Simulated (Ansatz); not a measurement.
# Slab bands of Au(111)-(√3×√3)R30°-Sn surface alloy, part 2 of 3

Aim: the slab bands of Au(111)-(√3×√3)R30°-Sn surface alloy, with their weight on the outer layers.

Ansatz 0.2.0; plane-wave DFT, PBEsol, Ansatz PAW (the session's first sound run).

So far, work function, upper face (eV): step 2 (relaxation) 4.72.

### Step 3. Bands and layer weights

Projections on the atoms tell how each level spreads over the atomic layers. In a slab this thin or layered, weight on the outer layers doesn't make a level a surface state.

input.yaml

```yaml
crystal:
  lattice:
    - [4.9969590753, 0.0, 0.0]
    - [2.4984795376, 4.3274935009, 0.0]
    - [0.0, 0.0, 28.0223563932]
  atoms:
    - { symbol: Au, position: [1.7e-09, 0.3333333317, 0.3211721339] }
    - { symbol: Au, position: [0.3333333317, 0.6666666667, 0.3211721339] }
    - { symbol: Au, position: [0.6666666667, 1.7e-09, 0.3211721339] }
    - { symbol: Au, position: [0.0, 0.0, 0.4052331981] }
    - { symbol: Au, position: [0.3333333333, 0.3333333333, 0.4052331981] }
    - { symbol: Au, position: [0.6666666667, 0.6666666667, 0.4052331981] }
    - { symbol: Au, position: [0.0010683834, 0.6666666667, 0.4890450683] }
    - { symbol: Au, position: [0.3322649499, 0.0010683834, 0.4890450683] }
    - { symbol: Au, position: [0.6666666667, 0.3322649499, 0.4890450683] }
    - { symbol: Au, position: [-0.0023191543, 0.3356524876, 0.5735211395] }
    - { symbol: Au, position: [0.3356524876, 0.6666666667, 0.5735211395] }
    - { symbol: Au, position: [0.6666666667, -0.0023191543, 0.5735211395] }
    - { symbol: Au, position: [0.0, 0.0, 0.6604941389] }
    - { symbol: Au, position: [0.3333333333, 0.3333333333, 0.6604941389] }
    - { symbol: Sn, position: [0.6666666667, 0.6666666667, 0.6653345511] }
kpoints:
  mp_grid: { grid: [12, 12, 1] }
  band_path:
    path: [[0, 0, 0], [0.5, 0, 0], [0.66666667, 0.33333333, 0], [0, 0, 0]]
    npoints: 24
hamiltonian:
  xc: pbesol
scf:
  occupations: { method: fermi_dirac, width: 0.05 }
  convergence: { dr2_threshold: 1.0e-09 }
efield:
  axis: 3
  dipole_correction: true
  ramp_position: 0.97
  ramp_width: 0.06
output:
  fatbands: true
  dos: { projected: true, e_range: [-8, 5] }
  write_potential: true
  write_density: true
  volumetric_format: npy
  elf: true
```

Command:

```console
> ansatz run input.yaml --threads 4 --pin off --max-ram 12288MiB --backend cpu --events-out ev --progress --plain --runs-dir out
```

The log of the run:

```text
[...]
Crystal: 15 atoms, lattice volume = 605.964 Å³
Basis set: ecut = 420 eV, 11883 PW (Γ)
Bands: 168, of which v1, the nominal top of the filled ones, is band 140 counted from 1 (139 counted from 0)
Symmetry: 6 space group operations
[...]
k-points: 19 of 144 (time reversal used)
[...]
SCF iter   1: F=—  HF=-188047.439631 eV  |F-HF|=—  |Δ(HF+E_count)|=         —  Δρ=5.15e-3  dr2=1.34e0  ethr=1.77e-3  p=0.029 e·Å  D=8.60e-3 V/Å  ΔV_dip=-0.24 eV  dr2_dipole=7.78e-2  V_vac-E_F(+/−)=4.54/4.78 eV  ⟨swp⟩=7.8  Hψ=13460  notcnv=0  defer=186
[...]
SCF iter  10: F=-188047.371560 eV  HF=-188047.371560 eV  |F-HF|=6.98e-10  |Δ(HF+E_count)|=   3.09e-9  Δρ=2.94e-7  dr2=4.56e-10  ethr=1.00e-12  p=0.066 e·Å  D=1.98e-2 V/Å  ΔV_dip=-0.55 eV  dr2_dipole=3.98e-12  V_vac-E_F(+/−)=4.73/5.28 eV  ⟨swp⟩=17.5  Hψ=14572  notcnv=0
SCF 1 converged in 10 iterations: F = -188047.371560 eV  dr2 = 4.56e-10
[...]
NSCF: frozen V_eff on 73 k-points
efield: sawtooth ramp at fractional position 0.9700 (kept from the solve that this one continues, or follows in the run), width 0.0600; the density the first Hamiltonian is built on has a dipole p = 0.066 e·Å; the dipole correction subtracts the counter field D = 1.98e-2 V/Å, which shifts the + side's vacuum level by -0.55 eV against the − side's; the planar-averaged density in the ramp window peaks in size at 1.1e-5 e/Å³
[...]
SCF converged after 10 iterations
Free energy (F): -188047.371560 eV
[...]
Internal energy: -188047.328340 eV  (E = F + TS)
E sigma→0 (E₀):  -188047.349950 eV
Entropy (-TS):   -0.043220 eV (-2.881 meV/atom)
Fermi energy:    5.694460 eV
Dipole field:    D = 0.019751 V/Å  (p = 0.066141 e·Å, saw-weighted, corrected)
Work function:   Φ+ = 4.7303 eV   Φ− = 5.2837 eV
[...]
--- Band table (eV; the first three rows and the last of 19) ---
  k-point 0: bands = [... 136 lower, 5.2769, 5.5844, 7.7742, 7.7742, 8.2181, 8.2181, 8.2694, 8.5721, ... 24 higher]
  k-point 1: bands = [... 136 lower, 5.4873, 5.5860, 7.0458, 7.3138, 7.6820, 8.0046, 8.2203, 8.4656, ... 24 higher]
  k-point 2: bands = [... 136 lower, 5.2688, 6.0482, 6.3868, 6.6262, 6.6416, 7.4848, 7.6814, 7.8544, ... 24 higher]
  k-point 18: bands = [... 136 lower, 3.7846, 3.8189, 3.8455, 3.8455, 5.0453, 5.4076, 5.4076, 6.8724, ... 24 higher]
```

Run time: 7.9 min. Hardware: 4 threads of Arm Neoverse V1, shared host; peak memory 5.1 GiB; 31 min of CPU time.

Read from the output:

```
energy at zero smearing        : -188047.3499 eV
work function, upper face      : 4.730 eV
work function, lower face      : 5.284 eV
dipole along the normal        : 0.06614 e·Å
step between the vacuum levels : -0.5535 eV
```

The density of states has structure finer than the step of the table below, so its rows give means over 0.25 eV. Peaks (eV: height): -5.390: 46.4, -5.070: 45.4, -4.450: 52.0, -4.160: 46.9, -2.530: 43.6, -2.040: 44.2, -1.940: 49.5.

The density of states by energy, zero at the Fermi level; means over each step:

| energy (eV) | density of states (states/eV a cell) |
| --- | --- |
| -7.75 | 2.33 |
| -7.50 | 2.70 |
| -7.25 | 6.01 |
| -7.00 | 8.13 |
| -6.75 | 13.8 |
| -6.50 | 20.0 |
| -6.25 | 19.6 |
| -6.00 | 20.8 |
| -5.75 | 25.5 |
| -5.50 | 20.2 |
| -5.25 | 22.6 |
| -5.00 | 28.6 |
| -4.75 | 28.2 |
| -4.50 | 40.5 |
| -4.25 | 39.2 |
| -4.00 | 32.3 |
| -3.75 | 27.8 |
| -3.50 | 25.0 |
| -3.25 | 33.3 |
| -3.00 | 27.7 |
| -2.75 | 29.2 |
| -2.50 | 30.1 |
| -2.25 | 27.2 |
| -2.00 | 34.6 |
| -1.75 | 19.2 |
| -1.50 | 6.57 |
| -1.25 | 5.29 |
| -1.00 | 4.72 |
| -0.75 | 5.38 |
| -0.50 | 4.29 |
| -0.25 | 5.49 |
| 0.00 | 5.31 |
| 0.25 | 4.32 |
| 0.50 | 4.88 |
| 0.75 | 4.20 |
| 1.00 | 5.24 |
| 1.25 | 4.15 |
| 1.50 | 5.13 |
| 1.75 | 5.13 |

Projected DOS per atom over height of the atomic layer and energy from the Fermi level. Layers: Au3 Au3 Au3 Au3 SnAu2 from below.

Ten even steps from '_' (0.08 states/eV) to '@' (2.84 states/eV), each cell a mean:
```
__________
__________
__________
__________
________..
________..
________..
..____....
##%%##==..
%%##****--
@@++++##**
##==******
%%++++**++
@@##%%####
**%%%%%%##
++**####++
--++--++==
++##==++::
::****++::
..--==::__
____....__
__________
```
Columns: height of the atomic layer (Å) from 9 to 18.6; rows upwards: energy from the Fermi level (eV) from -7.96 to 1.95.

Electronic bands along the path, in eV, zero at the Fermi level:

| point | band 138 | band 139 | band 140 | band 141 | band 142 | band 143 | band 144 | band 145 |
| --- | --- | --- | --- | --- | --- | --- | --- | --- |
| Γ | -0.11 | 2.08 | 2.08 | 2.52 | 2.52 | 2.57 | 2.88 | 3.06 |
| halfway | -0.06 | 0.24 | 0.51 | 0.65 | 1.00 | 1.46 | 1.75 | 1.92 |
| M | -1.16 | -0.79 | -0.63 | -0.15 | 0.37 | 0.79 | 1.01 | 1.13 |
| halfway | -1.64 | -1.36 | -0.94 | -0.68 | -0.57 | 0.60 | 1.04 | 1.25 |
| K | -1.88 | -1.85 | -1.85 | -0.65 | -0.29 | -0.29 | 1.18 | 1.63 |
| halfway | -0.41 | -0.08 | -0.07 | 0.51 | 0.64 | 1.29 | 1.74 | 2.00 |
| Γ | -0.11 | 2.08 | 2.08 | 2.52 | 2.52 | 2.57 | 2.88 | 3.06 |

ELF in the ca plane at fractional y = 0.667, with atoms of Au and Sn within 0.2 Å of it. It is the smooth field of the valence electrons, not physical close to the nuclei.

Ten even steps from '0' (0.00) to '9' (0.73), each cell a mean:
```
22222247887532222211234443210000000000000000
34443235665322222222334445421000000000000000
56765323343222223333332245652000000000000000
68986322222112223333310035663100000000000000
68986322222112223333310035663100000000000000
57775322222222333333321245652000000000000000
34543222222234666433334445531000000000000000
22322112222236788643334444310000000000000000
22221112222236898642233332110000000000000000
22222122333235787632233322110000000000000000
22222234554323565422233322110000000000000000
22222246776432333221233322110000000000000000
12222357997532222211233332110000000000000000
```
Columns run along c (16.0 Å, from fractional 0.38 to 0.95 of the cell), rows up along a (5.0 Å). Atoms in or near the plane, at fractional coordinates: Au at (0.41, 0.67), Au at (0.49, 0.00), Au at (0.57, 0.34), Sn at (0.67, 0.67).

Valence density in the ca plane at fractional y = 0.667, with atoms of Au and Sn within 0.2 Å of it. It is the smooth field of the valence electrons, not physical close to the nuclei.

Ten steps, logarithmic in the rise over the least value, from '0' (0 e/Å³) to '9' (13 e/Å³), each cell a mean:
```
12222247998422222111112211000000000000000000
24443235775322222111233321000000000000000000
47875323333211222212357642100000000000000000
68997322221111122112479863100000000000000000
69997321221111122112589963100000000000000000
57875322222112333222367742100000000000000000
34543212222124676422234321000000000000000000
22221111222236898632122211000000000000000000
11211111121236999742122110000000000000000000
12221112222235898632122210000000000000000000
12221124554223565321222211000000000000000000
12222247887422232211122211000000000000000000
11221258998521121111112110000000000000000000
```
Columns run along c (16.0 Å, from fractional 0.38 to 0.95 of the cell), rows up along a (5.0 Å). Atoms in or near the plane, at fractional coordinates: Au at (0.41, 0.67), Au at (0.49, 0.00), Au at (0.57, 0.34), Sn at (0.67, 0.67).

Electrostatic potential energy in the ca plane at fractional y = 0.667, with atoms of Au and Sn within 0.2 Å of it. With pseudopotentials it is smooth inside the atoms' cores, unlike the true potential.

Values in eV, 7 rows by 16 columns, each cell a mean:
```
  3   4 -15 -36   2   7   8   4   1   8  10  11  11  11  11  11
-29 -23   4   1   8   6   7  -5  -1   2  10  10  11  11  11  11
-36 -30   7   7   9   6   6  -4   5   0  10  10  11  11  11  11
 -7  -4   7   6   4 -24  -5  -1  -5   6  10  10  11  11  11  11
  7   8   9   7  -3 -43 -20   7   7  10  10  11  11  11  11  11
  7   7   2  -9   2 -25  -5   7   7  10  11  11  11  11  11  11
  8   7 -20 -41  -1   6   8   8   7  10  11  11  11  11  11  11
```
Columns run along c (16.0 Å, from fractional 0.38 to 0.95 of the cell; values clipped at the 3rd and 97th percentile), rows up along a (5.0 Å). Atoms in or near the plane, at fractional coordinates: Au at (0.41, 0.67), Au at (0.49, 0.00), Au at (0.57, 0.34), Sn at (0.67, 0.67).

The work function of the upper face is 4.73 eV.

### Step 4. With spin-orbit coupling

This step: plane-wave DFT, PBE, fully relativistic PAW with spin-orbit coupling (Ansatz 0.2.0).

Heavy atoms split their bands by spin-orbit coupling, so the bands are run again with fully relativistic files.

input.yaml, as its differences from that of step 3:

```diff
@@ -21,12 +21,11 @@
     - { symbol: Sn, position: [0.6666666667, 0.6666666667, 0.6653345511] }
-kpoints:
-  mp_grid: { grid: [12, 12, 1] }
-  band_path:
-    path: [[0, 0, 0], [0.5, 0, 0], [0.66666667, 0.33333333, 0], [0, 0, 0]]
-    npoints: 24
 hamiltonian:
-  xc: pbesol
+  xc: pbe
+  pseudopotentials: { kind: paw_fr }
+magnetization:
+  noncollinear: true
+  spin_orbit: true
 scf:
   occupations: { method: fermi_dirac, width: 0.05 }
-  convergence: { dr2_threshold: 1.0e-09 }
+  convergence: { dr2_threshold: 1.0e-08 }
 efield:
@@ -38,3 +37,2 @@
   fatbands: true
-  dos: { projected: true, e_range: [-8, 5] }
   write_potential: true
@@ -42,2 +40,6 @@
   volumetric_format: npy
-  elf: true
+kpoints:
+  mp_grid: { grid: [12, 12, 1] }
+  band_path:
+    path: [[0, 0, 0], [0.5, 0, 0], [0.66666667, 0.33333333, 0], [0, 0, 0]]
+    npoints: 14
```

The log of the run:

```text
[...]
non-collinear run that drives no moment, with spin-orbit: no starting moment large enough to seed its density (crystal.atoms[].spin), no starting occupations that ask for one, no magnetisation constraint and no magnetic field, so the semilocal B_xc is pinned to zero
Crystal: 15 atoms, lattice volume = 605.964 Å³
Basis set: ecut = 420 eV, 11883 PW (Γ)
Bands: 336, of which v1, the nominal top of the filled ones, is band 280 counted from 1 (279 counted from 0)
Symmetry: 6 space group operations + 6 with time reversal
[...]
k-points: 19 of 144 (time reversal used)
Projection manifold: j_resolved (fully-relativistic pseudo-atomic orbitals)
[...]
SCF iter   1: F=—  HF=-190644.242756 eV  |F-HF|=—  |Δ(HF+E_count)|=         —  Δρ=4.48e-2  dr2=1.68e1  dr2_m=0.00e0 (ungated)  ethr=3.10e-3  |M|=0.00e0 ∫|m|=0.00e0 μB  |m|>n=0.0e0 m-floor=0.0e0 τ_xc=0.0e0  β_m=1.00  p=-0.000 e·Å  D=-1.52e-6 V/Å  ΔV_dip=0.00 eV  dr2_dipole=1.38e-1  V_vac-E_F(+/−)=4.13/4.13 eV  ⟨swp⟩=8.7  Hψ=32448  notcnv=0  defer=598
[...]
spin=Noncollinear: LDOS preconditioning applied to the charge; magnetization (m_x, m_y, m_z) channels mix plain (no charge-response kernel on spin).
SCF iter   2: F=—  HF=-190643.634041 eV  |F-HF|=—  |Δ(HF+E_count)|=   6.09e-1  Δρ=4.36e-2  dr2=1.07e1  dr2_m=0.00e0 (ungated)  ethr=3.10e-3  |M|=0.00e0 ∫|m|=0.00e0 μB  |m|>n=0.0e0 m-floor=0.0e0 τ_xc=0.0e0  β_m=0.77  p=0.028 e·Å  D=8.23e-3 V/Å  ΔV_dip=-0.23 eV  dr2_dipole=1.08e-1  V_vac-E_F(+/−)=4.88/5.11 eV  ⟨swp⟩=3.3  Hψ=15542  notcnv=0  defer=830
[...]
SCF iter  10: F=-190640.211139 eV  HF=-190640.211139 eV  |F-HF|=2.59e-9  |Δ(HF+E_count)|=   1.78e-8  Δρ=6.42e-7  dr2=2.26e-9  dr2_m=0.00e0 (ungated)  ethr=3.57e-12  |M|=0.00e0 ∫|m|=0.00e0 μB  |m|>n=0.0e0 m-floor=0.0e0 τ_xc=0.0e0  p=0.066 e·Å  D=1.97e-2 V/Å  ΔV_dip=-0.55 eV  dr2_dipole=3.01e-11  V_vac-E_F(+/−)=4.62/5.17 eV  ⟨swp⟩=16.5  Hψ=34320  notcnv=0
SCF 1 converged in 10 iterations: F = -190640.211139 eV  dr2 = 2.26e-9
[...]
WARN: The input density's exchange-correlation potential varies sharply where the density is thin. Do not read a vacuum level from v_tot or v_xc, or from such a field of the output density. On a cell that repeats whose density bears no net charge and no dipole along the vacuum's axis use v_es (v_loc + v_h of the components); under efield.dipole_correction with no amplitude use v_es + v_field, which holds any external [...]
SCF converged after 10 iterations
the last check of whether an eigenvalue changes by more than its tolerance under the output density was not made (no_room)
Magnetization: |M| = 0.0000 μB,  M = (+0.0000, +0.0000, +0.0000) μB
Absolute magnetization: 0.0000 μB (∫|m|)
  site 0: m = (+0.0000, +0.0000, +0.0000) μB, |m| = 0.0000 μB  (R = 1.19 Å)
  site 1: m = (+0.0000, +0.0000, +0.0000) μB, |m| = 0.0000 μB  (R = 1.19 Å)
  site 2: m = (+0.0000, +0.0000, +0.0000) μB, |m| = 0.0000 μB  (R = 1.19 Å)
  site 3: m = (+0.0000, +0.0000, +0.0000) μB, |m| = 0.0000 μB  (R = 1.19 Å)
  site 4: m = (+0.0000, +0.0000, +0.0000) μB, |m| = 0.0000 μB  (R = 1.19 Å)
  site 5: m = (+0.0000, +0.0000, +0.0000) μB, |m| = 0.0000 μB  (R = 1.19 Å)
  site 6: m = (+0.0000, +0.0000, +0.0000) μB, |m| = 0.0000 μB  (R = 1.19 Å)
  site 7: m = (+0.0000, +0.0000, +0.0000) μB, |m| = 0.0000 μB  (R = 1.19 Å)
  site 8: m = (+0.0000, +0.0000, +0.0000) μB, |m| = 0.0000 μB  (R = 1.19 Å)
  site 9: m = (+0.0000, +0.0000, +0.0000) μB, |m| = 0.0000 μB  (R = 1.18 Å)
  site 10: m = (+0.0000, +0.0000, +0.0000) μB, |m| = 0.0000 μB  (R = 1.18 Å)
  site 11: m = (+0.0000, +0.0000, +0.0000) μB, |m| = 0.0000 μB  (R = 1.18 Å)
  site 12: m = (+0.0000, +0.0000, +0.0000) μB, |m| = 0.0000 μB  (R = 1.19 Å)
  site 13: m = (+0.0000, +0.0000, +0.0000) μB, |m| = 0.0000 μB  (R = 1.19 Å)
  site 14: m = (+0.0000, +0.0000, +0.0000) μB, |m| = 0.0000 μB  (R = 1.19 Å)
Free energy (F): -190640.211139 eV
[...]
Internal energy: -190640.163732 eV  (E = F + TS)
E sigma→0 (E₀):  -190640.187436 eV
Entropy (-TS):   -0.047407 eV (-3.160 meV/atom)
Fermi energy:    5.875492 eV
Dipole field:    D = 0.019672 V/Å  (p = 0.065876 e·Å, saw-weighted, corrected)
Work function:   Φ+ = 4.6170 eV   Φ− = 5.1682 eV
[...]
--- Band table (eV; the first three rows and the last of 19) ---
  k-point 0: bands = [... 276 lower, 7.8718, 7.8718, 7.9278, 7.9278, 8.2967, 8.2967, 8.4372, 8.4372, ... 52 higher]
  k-point 1: bands = [... 276 lower, 7.1088, 7.1931, 7.4746, 7.5227, 7.8234, 7.8628, 8.1434, 8.1852, ... 52 higher]
  k-point 2: bands = [... 276 lower, 6.5016, 6.5772, 6.7375, 6.7737, 6.8360, 6.8775, 7.6244, 7.6401, ... 52 higher]
  k-point 18: bands = [... 276 lower, 4.2481, 4.2720, 4.2720, 4.2738, 5.2572, 5.2572, 5.5364, 5.6221, ... 52 higher]
```

Run time: 53 min. Hardware: 4 threads; peak memory 11 GiB; 3.5 h of CPU time.

Numbers from this step:

```
energy at zero smearing        : -190640.1874 eV
work function, upper face      : 4.617 eV
work function, lower face      : 5.168 eV
dipole along the normal        : 0.06588 e·Å
step between the vacuum levels : -0.5512 eV
```

The electronic bands at the labelled points (eV, zero at the Fermi level):

| point | band 279 | band 280 | band 281 | band 282 | band 283 | band 284 | band 285 | band 286 |
| --- | --- | --- | --- | --- | --- | --- | --- | --- |
| Γ | 2.05 | 2.05 | 2.42 | 2.42 | 2.56 | 2.56 | 2.56 | 2.56 |
| halfway | 0.48 | 0.54 | 0.62 | 0.67 | 0.87 | 1.01 | 1.40 | 1.41 |
| M | -0.58 | -0.58 | -0.19 | -0.19 | 0.32 | 0.32 | 0.78 | 0.78 |
| halfway | -0.88 | -0.85 | -0.65 | -0.64 | -0.54 | -0.51 | 0.52 | 0.56 |
| K | -1.60 | -1.60 | -0.62 | -0.62 | -0.34 | -0.25 | -0.25 | -0.24 |
| halfway | -0.04 | -0.03 | 0.48 | 0.51 | 0.62 | 0.62 | 1.16 | 1.30 |
| Γ | 2.05 | 2.05 | 2.42 | 2.42 | 2.56 | 2.56 | 2.56 | 2.56 |

The work function of the upper face is 4.62 eV.

(Part 2 of 3 ends here.)

[Long decimals in the printed logs are rounded to 6 places.]

[Logs are printed without paths, hosts, clocks, repeated set-up lines and the standing remarks that a program may print on its own settings, such as how far it seeks lower states.]

[Hosts, paths, dates, database ids (printed as entryN), source tags and the programs' standing remarks are cut or masked in the printed files.]

[Maps of the electrostatic potential energy from Ansatz leave out the sawtooth potential of an applied field or a dipole correction, so their vacuum need not be flat; planar profiles and work functions include it.]
